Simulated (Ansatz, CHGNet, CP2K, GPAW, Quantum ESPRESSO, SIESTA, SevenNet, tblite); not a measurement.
**Generalised stacking fault on (111) (glide set) of a Ge-Si solid solution (72 atoms): other programs against plane waves**

Aim: forces, pressure of generalised stacking fault on (111) (glide set) of a Ge-Si solid solution (72 atoms) at one geometry, from other programs and methods, against plane-wave PBE.

Results are calculated, not measured.

## Step 1: The structure

The cell holds 72 atoms (51 Ge and 21 Si), with edges of 6.85, 11.86 and 19.58 Å. Recipe: diamond-structure Ge (a = 5.5919 Å), cell with z along [111], 1 x 3 x 2 periods; the third cell vector is tilted by 0.083 of 1/2[11-2] and lengthened by 0.2 Å, so the cell holds one fault (glide set); displaced by a Gaussian of 0.01 Å; 21 of 72 Ge sites given to Si at random (lattice constant by Vegard's rule between Ge and Si) Then every atom was moved at random, 0.05 Å r.m.s. a Cartesian component. The density is 4.48 g/cm³.

## Step 2: The reference input

Quantum ESPRESSO 7.5: Kohn-Sham DFT, PBE, SSSP efficiency 1.3.0 pseudopotentials, plane waves. Its input, pw.in:

```
&control
  calculation = 'scf'
  pseudo_dir = './pseudo'
  outdir = './tmp'
  disk_io = 'none'
  tprnfor = .true.
  tstress = .true.
/
&system
  ibrav = 0
  nat = 72
  ntyp = 2
  ecutwfc = 45
  ecutrho = 360
  nosym = .true.
  occupations = 'smearing'
  smearing = 'fd'
  degauss = 0.003675
/
&electrons
  conv_thr = 3.6e-07
  electron_maxstep = 100
  mixing_beta = 0.2
  mixing_mode = 'local-TF'
  diagonalization = 'david'
/
ATOMIC_SPECIES
Ge 72.630 Ge.upf
Si 28.085 Si.upf
CELL_PARAMETERS angstrom
6.84865 0.00000 0.00000
0.00000 11.86221 0.00000
0.57070 0.00000 19.57091
ATOMIC_POSITIONS crystal
Ge 0.48162 0.17187 0.02273
Ge 0.47964 0.16780 0.14470
Ge 0.81983 0.16745 0.18597
Si 0.78622 0.17000 0.31058
[... 66 atom lines left out ...]
Ge 0.09551 0.83283 0.84973
Si 0.07122 0.83396 0.96741
K_POINTS gamma
```

```console
$ OMP_NUM_THREADS=1 mpirun -np 4 pw.x -in pw.in > output.txt
```

The job ended after 4.3 min (4 MPI ranks of Arm Neoverse V1, shared host; peak memory 4.4 GiB).

It converged with an r.m.s. force component of 0.85 eV/Å and a pressure of 3.1 GPa.

## Step 3: What was run beside it

- CHGNet: machine-learned potential, published weights.
- CP2K 2026.2: Gaussian basis with GTH pseudopotentials and a plane-wave density; labels give functional, basis (MOLOPT sets; SR short-range, UZH the newer set with its own potentials), grid cutoff/relative cutoff and solver (OT: orbital transformation; TRS4, TC2, SIGN: linear-scaling purification with its sparsity filter), or its built-in tight binding.
- GPAW 26.7.0: PAW with atomic orbitals (LCAO), plane waves or a real-space grid of spacing h.
- SIESTA 5.4.2: numerical atomic orbitals, whose automatically made sets are far from complete, with PseudoDojo norm-conserving potentials that we converted to its format (checked against plane waves on the same files for H, C, O, Si, Ge and Ca alone); labels give functional, basis size, energy shift and mesh cutoff.
- SevenNet: machine-learned potential, published weights.
- tblite 0.8.0: extended tight binding, driven from Python.

All use the same cell and atoms, and the electronic-structure runs the same k-mesh.

## Step 4: All runs compared

Differences are against the reference: forces as r.m.s. over components, share as that over the reference's r.m.s. force, slope as the fitted ratio of a run's forces to the reference's.

```csv
run,"Δ force, r.m.s. (meV/Å)",share (%),slope,Δ pressure (GPa),cores,CPU time,memory (GiB)
reference,-,-,-,-,4,17 min,4.4
CHGNet 0.3.0 potential,357,42.2,0.613,1.63,1,4 s,0.63
"CP2K PBE+rVV10L, DZVP-UZH, 350/50 Ry, diagonalisation",27.8,3.29,1.014,0.160,2,7.8 min,3.5
"CP2K PBE, DZVP-MOLOPT (SR for Ge), 350/50 Ry, diagonalisation",26.2,3.10,1.007,0.586,2,3.8 min,1.9
"CP2K PBE, DZVP-UZH, 122/50 Ry, diagonalisation (coarse)",27.0,3.19,1.014,0.518,2,3.8 min,0.84
"CP2K PBE, DZVP-UZH, 175/50 Ry, diagonalisation (coarse)",26.9,3.19,1.014,0.518,2,4.5 min,1.1
"CP2K PBE, DZVP-UZH, 350/30 Ry, diagonalisation (coarse)",26.9,3.18,1.014,0.519,2,3.8 min,2.0
"CP2K PBE, DZVP-UZH, 350/50 Ry, diagonalisation",26.9,3.19,1.014,0.518,2,4.7 min,2.0
"CP2K PBE, SZV-MOLOPT-SR, 350/50 Ry, diagonalisation (coarse)",426,50.4,1.181,-0.882,1,2 min,1.7
"CP2K RPBE, PBE potentials, DZVP-UZH, 350/50 Ry, diagonalisation",26.8,3.16,1.014,0.970,2,4.7 min,2.0
"GPAW PBE, LCAO dzp, h 0.16 Å",69.3,8.2,1.076,-,1,11 min,3.1
"GPAW PBE, LCAO dzp, h 0.2 Å",69.6,8.23,1.075,-,1,5.8 min,1.6
"GPAW PBE, LCAO dzp, h 0.2 Å, other mixer settings",69.9,8.27,1.075,-,1,5.2 min,1.5
"GPAW PBE, LCAO sz(dzp), h 0.2 Å (coarse)",317,37.5,1.243,-,1,87 s,1.2
"GPAW PBE, LCAO szp(dzp), h 0.2 Å (coarse)",170,20.1,1.176,-,1,3.9 min,1.6
"SIESTA PBE, DZ, shift 0.01 Ry, mesh 300 Ry (coarse)",154,18.2,1.079,2.04,1,2.5 min,0.88
"SIESTA PBE, DZP, shift 0.01 Ry, mesh 300 Ry",127,15.0,1.081,0.942,1,7.1 min,1.5
"SIESTA PBE, SZ, shift 0.01 Ry, mesh 300 Ry (coarse)",394,46.7,1.350,7.28,1,1.8 min,0.73
"SIESTA PBE, SZP, shift 0.01 Ry, mesh 300 Ry (coarse)",221,26.1,1.231,3.16,1,5.3 min,1.3
"SIESTA PBE, TZP, shift 0.01 Ry, mesh 300 Ry",121,14.3,1.088,0.732,2,9.9 min,1.9
SevenNet 0 potential,287,33.9,0.752,-0.736,1,8.8 s,0.77
SevenNet l3i5 potential,264,31.2,0.918,0.533,1,11 s,1.1
tblite GFN1-xTB,216,25.5,0.901,5.19,1,8.7 s,0.15
```

Rows marked coarse use a setting chosen to be so.

Times of the machine-learned potentials are mostly Python's start and the loading of weights.

CPU time is summed over cores on shared hosts, so it is rough.

## Step 5: Findings

Forces lie from 3.1 % (CP2K PBE, DZVP-MOLOPT (SR for Ge), 350/50 Ry, diagonalisation) to 50 % (CP2K PBE, SZV-MOLOPT-SR, 350/50 Ry, diagonalisation, coarse) of the reference's r.m.s. force of 0.85 eV/Å away from it. The PBE runs in local orbitals, coarse settings apart, differ by 3.1 % (CP2K PBE, DZVP-MOLOPT (SR for Ge), 350/50 Ry, diagonalisation) to 15 % (SIESTA PBE, DZP, shift 0.01 Ry, mesh 300 Ry); basis, grid and potentials can all enter. Tight binding differs by 26 % (tblite GFN1-xTB); it is another model, with fitted parameters of its own, and the xTB methods hold dispersion. Machine-learned potentials differ by 31 % (SevenNet l3i5 potential) to 42 % (CHGNet 0.3.0 potential); they were trained on other programs' data. Among those trained on PBE data the slope goes as low as 0.61, which softening far from their training structures can give, though the reference's k-sampling is untested too.

Rows with another functional or a dispersion term differ by 3.2 % (CP2K RPBE, PBE potentials, DZVP-UZH, 350/50 Ry, diagonalisation) to 3.3 % (CP2K PBE+rVV10L, DZVP-UZH, 350/50 Ry, diagonalisation), which mixes the change of model with differences of basis and potentials, some of them made for another functional. Runs with settings chosen to be coarse differ by 3.2 % (CP2K PBE, DZVP-UZH, 350/30 Ry, diagonalisation) to 50 % (CP2K PBE, SZV-MOLOPT-SR, 350/50 Ry, diagonalisation), their programs' other errors included. SIESTA PBE, SZ, shift 0.01 Ry, mesh 300 Ry stiffens the forces by a factor of 1.35 while following their directions (correlation 0.975); the slopes of the 5 SIESTA runs lie between 1.08 and 1.35. From CP2K PBE, DZVP-UZH, 122/50 Ry, diagonalisation to the finer CP2K PBE, DZVP-UZH, 350/50 Ry, diagonalisation the share goes from 3.19 to 3.19 %, so the grid isn't what parts these runs from the reference. From GPAW PBE, LCAO dzp, h 0.2 Å to the finer GPAW PBE, LCAO dzp, h 0.16 Å the share goes from 8.23 to 8.2 %, so the grid isn't what parts these runs from the reference. Pressures at PBE, coarse settings apart, lie +0.52 to +0.94 GPa from the reference's.

**Limits.** Periodic xTB results under one method name differ between programs and library versions. The potentials hold different valence shells: 798 electrons in the reference, 288 in CP2K with SZV-MOLOPT-SR and 288 in GPAW; this bears on time and differences. GPAW's setups keep the filled d shell of Ge in the core. The reference's pressure holds the uncorrected Pulay stress of its 45 Ry basis, so small pressure differences, may be the reference's own error. Machine-learned potentials mimic data converged in k, so the reference's own k-point error enters their differences. The reference's stress is far from hydrostatic: its diagonal is -5.9, 12.2, 3.1 GPa, compression counted positive. The host structure and its lattice constant were typed by rule, without a check against the phase diagram. The electronic-structure runs sample only Γ, in a cell whose shortest periodic width is 7 Å, which is coarse for a cell with partly filled levels. The reference's pressure of 3.1 GPa reflects the volume that the recipe set, positions that aren't this level's minimum and the coarse k-sampling. Spin–orbit coupling is left out. Where levels are smeared, the DFT runs use Fermi–Dirac occupations at 580 K (0.05 eV), and energies are free energies. The atoms were displaced at random, and shares hang on the size of the forces that this gives. The reference's cutoffs and mesh weren't converged further here.

[Long decimals in the printed logs are rounded to 6 places.]

[Logs are printed without paths, hosts, clocks, repeated set-up lines and the standing remarks that a program may print on its own settings, such as how far it seeks lower states.]

[Hosts, paths, dates, database ids (printed as entryN), source tags and the programs' standing remarks are cut or masked in the printed files.]

[Only finished runs are shown, without SIESTA runs on faulty potentials for Cu, Fe, Ni or Zn; cells were taken only where this reference lay near another plane-wave run.]
